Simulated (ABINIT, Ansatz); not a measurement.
# SnO2 (Cassiterite): G0W0 on several meshes in ABINIT, part 2 of 2

Wanted: mesh dependence and cost of G0W0 for SnO2 (Cassiterite).

ABINIT 10.8.3; PBE and many-body steps on it, plane waves. Known limits of the many-body steps: not at the basis limit; no spin-orbit coupling; coarse k mesh.

So far. Step 4 (4×4×4): The gap on the mesh goes from 1.28 eV to 2.73 eV, a correction of +1.44 eV. Step 5 (Empty states on the mesh, 2×2×4 mesh, 133 bands): On this mesh the gap is 1.284 eV.

### Step 7. 2×2×4

This step: G0W0 on PBE, plane waves, norm-conserving pseudopotentials.

File run.abi:

```
acell 3*1.0 Angstrom
rprim 
  4.738000000000 0.000000000000 0.000000000000
  0.000000000000 4.738000000000 0.000000000000
  0.000000000000 0.000000000000 3.186500000000
ntypat 2
znucl 50 8
natom 6
typat 1 1 2 2 2 2
xred 
  0.000000000000 0.000000000000 0.000000000000
  0.500000000000 0.500000000000 0.500000000000
  0.307100000000 0.307100000000 0.000000000000
  0.192900000000 0.807100000000 0.500000000000
  0.692900000000 0.692900000000 0.000000000000
  0.807100000000 0.192900000000 0.500000000000
pp_dirpath "pseudos"
pseudos "Sn.upf, O.upf"
ecut 42
ngkpt 2 2 4
nshiftk 1
shiftk 0 0 0
kptopt 1
chksymbreak 0
istwfk *1
occopt 1
irdwfk 1
optdriver 4
nband 121
gwcalctyp 0
ecutsigx 42
symsigma 1
nkptgw 1
kptgw 
  0.0000000000 0.0000000000 0.0000000000
bdgw 
  32 36
ecuteps 5.2
irdscr 1
ppmodel 1
indata_prefix "in"
outdata_prefix "out"
tmpdata_prefix "tmp"
```

The run is started by

```sh
$ OMP_NUM_THREADS=1 mpirun -n 8 abinit run.abi > log
```

Numbers of over 12 decimals in the logs are rounded to 6 here.

The program printed:

```text
.Version 10.8.3 of ABINIT. v10.8.2 released Aug 2026.

 Symmetries : space group P4_2/m n m (#136); Bravais tP (primitive tetrag.)
[... echo of the input left out ...]
== DATASET  1 ==================================================================
-   mpi_nproc: 8, omp_nthreads: 1 (-1 if OMP is not activated)

--- !DatasetInfo
iteration_state: {dtset: 1, }
dimensions: {natom: 6, nkpt: 9, mband: 121, nsppol: 1, nspinor: 1, nspden: 1, mpw: 6312, }
cutoff_energies: {ecut:  42.0, pawecutdg:  -1.0, }
electrons: {nelect:   6.80000000E+01, charge:   0.00000000E+00, occopt:   1.00000000E+00, tsmear:   1.00000000E-02, }

 SIGMA: Calculation of the GW corrections

 Based on a program developped by R.W. Godby, V. Olevano, G. Onida, and L. Reining.
 Incorporated in ABINIT by V. Olevano, G.-M. Rignanese, and M. Torrent.
.Using double precision arithmetic ; gwpc =  8

[... cell and pseudopotentials left out ...]
--------------------------------------------------------------------------------

 ==== K-mesh for the wavefunctions ====
 Number of points in the irreducible wedge :     9
[... list of points left out ...]
 Together with 16 symmetry operations and time-reversal symmetry
 yields    16 points in the full Brillouin Zone.

 ==== Q-mesh for screening function ====
 Number of points in the irreducible wedge :     9
[... list of points left out ...]
 Together with 16 symmetry operations and time-reversal symmetry
 yields    16 points in the full Brillouin Zone.

 vcoul_init : cutoff-mode = AUXILIARY_FUNCTION
 q-points for optical limit:   1
     1)      0.000010    0.000020    0.000030
 setmesh: FFT mesh size selected  =    54x   54x   36
          total number of points  =       104976

 Number of electrons calculated from density =   68.0000; Expected =   68.0000
[...]
number of q-points in IBZ                           9
 number of symmetry operations                      16
 number of k-points in BZ                           16
 number of q-points in BZ                           16
 number of frequencies for dSigma/dE                 9
 frequency step for dSigma/dE [eV]                0.25
 number of omega for Sigma on real axis              0
 max omega for Sigma on real axis  [eV]           0.00
 zcut for avoiding poles [eV]                     0.10

 EPSILON^-1 parameters (SCR file):
 dimension of the eps^-1 matrix on file            275
 dimension of the eps^-1 matrix used               275
 number of plane-waves for wavefunctions          6273
 number of bands                                   121
 number of q-points in IBZ                           9
 number of frequencies                               2
 number of real frequencies                          1
 number of imag frequencies                          1

 matrix elements of self-energy operator (all in [eV])

 Perturbative Calculation

--- !SelfEnergy_ee
iteration_state: {dtset: 1, }
kpoint     : [   0.000,    0.000,    0.000, ]
spin       : 1
KS_gap     :    1.284
QP_gap     :    2.682
Delta_QP_KS:    1.399
data: !SigmaeeData |
     Band     E0 <VxcDFT>   SigX SigC(E0)      Z dSigC/dE  Sig(E)    E-E0       E
       32   6.013 -20.019 -25.554   5.176   0.793  -0.261 -20.303  -0.284   5.729
       33   6.013 -20.019 -25.554   5.176   0.793  -0.261 -20.303  -0.284   5.729
       34   6.777 -20.354 -26.147   5.437   0.792  -0.262 -20.637  -0.283   6.494
       35   8.061 -16.496 -12.268  -2.904   0.843  -0.187 -15.380   1.116   9.177
       36  12.920 -16.300 -10.641  -3.708   0.839  -0.192 -14.664   1.636  14.556

== END DATASET(S) ==============================================================
================================================================================

 -outvars: echo values of variables after computation  --------
           etotal      0.0000000000E+00
            nband         121
             nkpt           9
          spgroup         136
 [... the other variables as echoed above ...]

 Calculation completed.
```

It took 5.8 s on 8 MPI ranks of Arm Neoverse V1, shared host; peak memory 1.5 GiB.

This step gave:

```
G0W0 gap on the points computed              : 2.683 eV
starting gap on the mesh                     : 1.284 eV
k of the valence top                         : 0, 0, 0
k of the conduction bottom                   : 0, 0, 0
Z at the valence top                         : 0.792
Z at the conduction bottom                   : 0.843
least direct G0W0 gap on the computed points : 2.683 eV
```

Against G0W0 in ABINIT (4×4×4 mesh, 121 bands, screening to 141.5 eV, Godby-Needs plasmon pole), the gap moves by −0.042 eV.

### Step 8. Empty states on the mesh, 4×4×6 mesh, 133 bands

This step: DFT, PBE, plane waves, norm-conserving pseudopotentials.

run.abi, as its differences from that of step 7:

```diff
@@ -19,3 +19,3 @@
 ecut 42
-ngkpt 2 2 4
+ngkpt 4 4 6
 nshiftk 1
@@ -24,18 +24,10 @@
 chksymbreak 0
+iscf -2
+irdden 1
 istwfk *1
-occopt 1
-irdwfk 1
-optdriver 4
-nband 121
-gwcalctyp 0
-ecutsigx 42
-symsigma 1
-nkptgw 1
-kptgw 
-  0.0000000000 0.0000000000 0.0000000000
-bdgw 
-  32 36
-ecuteps 5.2
-irdscr 1
-ppmodel 1
+nband 133
+nbdbuf 12
+tolwfr 1e-09
+nstep 60
+prtvol 0
 indata_prefix "in"
```

The program printed:

```text
.Version 10.8.3 of ABINIT. v10.8.2 released Aug 2026.

 Symmetries : space group P4_2/m n m (#136); Bravais tP (primitive tetrag.)
[... echo of the input left out ...]
== DATASET  1 ==================================================================
-   mpi_nproc: 8, omp_nthreads: 1 (-1 if OMP is not activated)

--- !DatasetInfo
iteration_state: {dtset: 1, }
dimensions: {natom: 6, nkpt: 24, mband: 133, nsppol: 1, nspinor: 1, nspden: 1, mpw: 6312, }
cutoff_energies: {ecut:  42.0, pawecutdg:  -1.0, }
[...]
2.33277    2.34352    2.34352    2.37382    2.44110    2.44862    2.44862    2.45328
   2.47916    2.48815    2.50407    2.50407    2.52761    2.58302    2.58302    2.59524
   2.59827    2.61253    2.63448    2.64027    2.65354
 prteigrs : prtvol=0 or 1, do not print more k-points.

== END DATASET(S) ==============================================================
================================================================================

 -outvars: echo values of variables after computation  --------
            nband         133
             nkpt          24
          spgroup         136
 [... the other variables as echoed above ...]

 Calculation completed.
```

The job ended after 79 s (8 MPI ranks; peak memory 0.9 GiB; 10 min of CPU time).

This step gave:

```yaml
gap: 1.284 eV
k_of_the_valence_top: 0, 0, 0
k_of_the_conduction_bottom: 0, 0, 0
least_direct_gap: 1.284 eV
k_points_computed: 24
lowest_point_of_the_top_converged_band_above_the_valence_top: 58.2593 eV
```

On this mesh the gap is 1.284 eV.

### Step 9. Screening, 4×4×6 mesh, 121 bands, screening to 141.5 eV

This step: RPA screening on PBE, plane waves, norm-conserving pseudopotentials.

run.abi, as its differences from that of step 8:

```diff
@@ -24,10 +24,11 @@
 chksymbreak 0
-iscf -2
-irdden 1
 istwfk *1
-nband 133
-nbdbuf 12
-tolwfr 1e-09
-nstep 60
-prtvol 0
+occopt 1
+irdwfk 1
+optdriver 3
+nband 121
+ecuteps 5.2
+inclvkb 2
+awtr 1
+symchi 1
 indata_prefix "in"
```

The program printed:

```text
.Version 10.8.3 of ABINIT. v10.8.2 released Aug 2026.

 Symmetries : space group P4_2/m n m (#136); Bravais tP (primitive tetrag.)
[... echo of the input left out ...]
== DATASET  1 ==================================================================
-   mpi_nproc: 8, omp_nthreads: 1 (-1 if OMP is not activated)

--- !DatasetInfo
iteration_state: {dtset: 1, }
dimensions: {natom: 6, nkpt: 24, mband: 121, nsppol: 1, nspinor: 1, nspden: 1, mpw: 6312, }
cutoff_energies: {ecut:  42.0, pawecutdg:  -1.0, }
[...]
--------------------------------------------------------------------------------
[... chi0 elements left out ...]
 For q-point:  0.000010 0.000020 0.000030
  dielectric constant =   4.4378
  dielectric constant without local fields =   4.6507

  Average fulfillment of the sum rule on Im[epsilon] for q-point    1 :     47.03  [%]
[... wings left out ...]
  q-point number  2        q = ( 0.250000, 0.000000, 0.000000) [r.l.u.]
--------------------------------------------------------------------------------
[... chi0 elements left out ...]
  Average fulfillment of the sum rule on Im[epsilon] for q-point    2 :     61.19  [%]

 [... 22 further q-points ...]
```

Wall time 6 min (8 MPI ranks); peak memory 5.9 GiB.

This step gave:

```
ε∞ with local fields, on this mesh, along the program's q direction : 4.438
the same without local fields                                       : 4.651
plasma frequency                                                    : 36.20 eV
plane waves in the screening matrix                                 : 275
```

### Step 10. 4×4×6

This step: G0W0 on PBE, plane waves, norm-conserving pseudopotentials.

run.abi, as its differences from that of step 9:

```diff
@@ -27,8 +27,15 @@
 irdwfk 1
-optdriver 3
+optdriver 4
 nband 121
+gwcalctyp 0
+ecutsigx 42
+symsigma 1
+nkptgw 1
+kptgw 
+  0.0000000000 0.0000000000 0.0000000000
+bdgw 
+  32 36
 ecuteps 5.2
-inclvkb 2
-awtr 1
-symchi 1
+irdscr 1
+ppmodel 1
 indata_prefix "in"
```

The program printed:

```text
.Version 10.8.3 of ABINIT. v10.8.2 released Aug 2026.

 Symmetries : space group P4_2/m n m (#136); Bravais tP (primitive tetrag.)
[... echo of the input left out ...]
== DATASET  1 ==================================================================
-   mpi_nproc: 8, omp_nthreads: 1 (-1 if OMP is not activated)

--- !DatasetInfo
iteration_state: {dtset: 1, }
dimensions: {natom: 6, nkpt: 24, mband: 121, nsppol: 1, nspinor: 1, nspden: 1, mpw: 6312, }
cutoff_energies: {ecut:  42.0, pawecutdg:  -1.0, }
[...]
34   6.777 -20.351 -26.311   5.420   0.792  -0.262 -20.779  -0.428   6.349
       35   8.061 -16.499 -12.626  -2.654   0.845  -0.183 -15.469   1.030   9.091
       36  12.920 -16.303 -10.670  -3.709   0.840  -0.191 -14.688   1.615  14.535

== END DATASET(S) ==============================================================
================================================================================

 -outvars: echo values of variables after computation  --------
           etotal      0.0000000000E+00
            nband         121
             nkpt          24
          spgroup         136
 [... the other variables as echoed above ...]

 Calculation completed.
```

The job ended after 11 s (8 MPI ranks; peak memory 3.5 GiB; 90 s of CPU time).

This step gave:

| Quantity | Value |
| --- | --- |
| G0W0 gap on the points computed | 2.742 eV |
| starting gap on the mesh | 1.284 eV |
| k of the valence top | 0, 0, 0 |
| k of the conduction bottom | 0, 0, 0 |
| least direct G0W0 gap on the computed points | 2.742 eV |

Against G0W0 in ABINIT (4×4×4 mesh, 121 bands, screening to 141.5 eV, Godby-Needs plasmon pole), the gap moves by +0.017 eV.

### Step 11. The runs together

Times are wall times on 8 MPI ranks of Arm Neoverse V1, shared host, good to a factor of about two. A run's time includes the screening step that it read.

```csv
run,mesh,bands,screening cutoff (eV),DFT gap (eV),gap on the mesh (eV),direct (eV),ε∞ used,time
4×4×4,4×4×4,121,141.5,1.284,2.725,2.725,4.59,3.4 min
2×2×4,2×2×4,121,141.5,1.284,2.683,2.683,5.12,48 s
4×4×6,4×4×6,121,141.5,1.284,2.742,2.742,4.44,6.2 min
```

### Step 12. Results

```
4×4×4        : 2.725 eV
2×2×4        : 2.683 eV
4×4×6        : 2.742 eV
known limits : not at the basis limit; no spin-orbit coupling; coarse k mesh
```

2×2×4: −0.042 eV against 4×4×4. 4×4×6: +0.017 eV against 4×4×4. Bands and cutoff are finite, so the gap is not at the basis limit. The miss can reach some tenths of an eV and take either sign; the mesh is an error of its own. In the G0W0 runs levels were corrected at 1 k point alone, so a gap called «on the mesh» is the least over those, and an edge elsewhere would be missed. The 4×4×4 mesh is coarse for this cell, which bears on the long-range parts of exchange and screening. The many-body steps are scalar-relativistic: spin-orbit coupling is not in them.

[Paths, hosts, dates, memory and timing lines, banners, echoed tables and standing remarks are left out of the program output.]

[Logs are printed without paths, hosts, clocks, repeated set-up lines and the standing remarks that a program may print on its own settings, such as how far it seeks lower states.]

[Runs of the session that timed out or met a known fault of the program may be left out.]

[Hosts, paths, dates, database ids (printed as entryN), source tags and the programs' standing remarks are cut or masked in the printed files.]

[G0W0 gaps are taken among the corrected bands and points alone; a level outside them can change the order at an edge.]

[Where Ansatz stands beside ABINIT at settings called matched, ABINIT's density can come from a denser mesh and the files from another edition; pairs whose starting gaps differed by over 0.03 eV were left out, so agreement reads better than it is.]
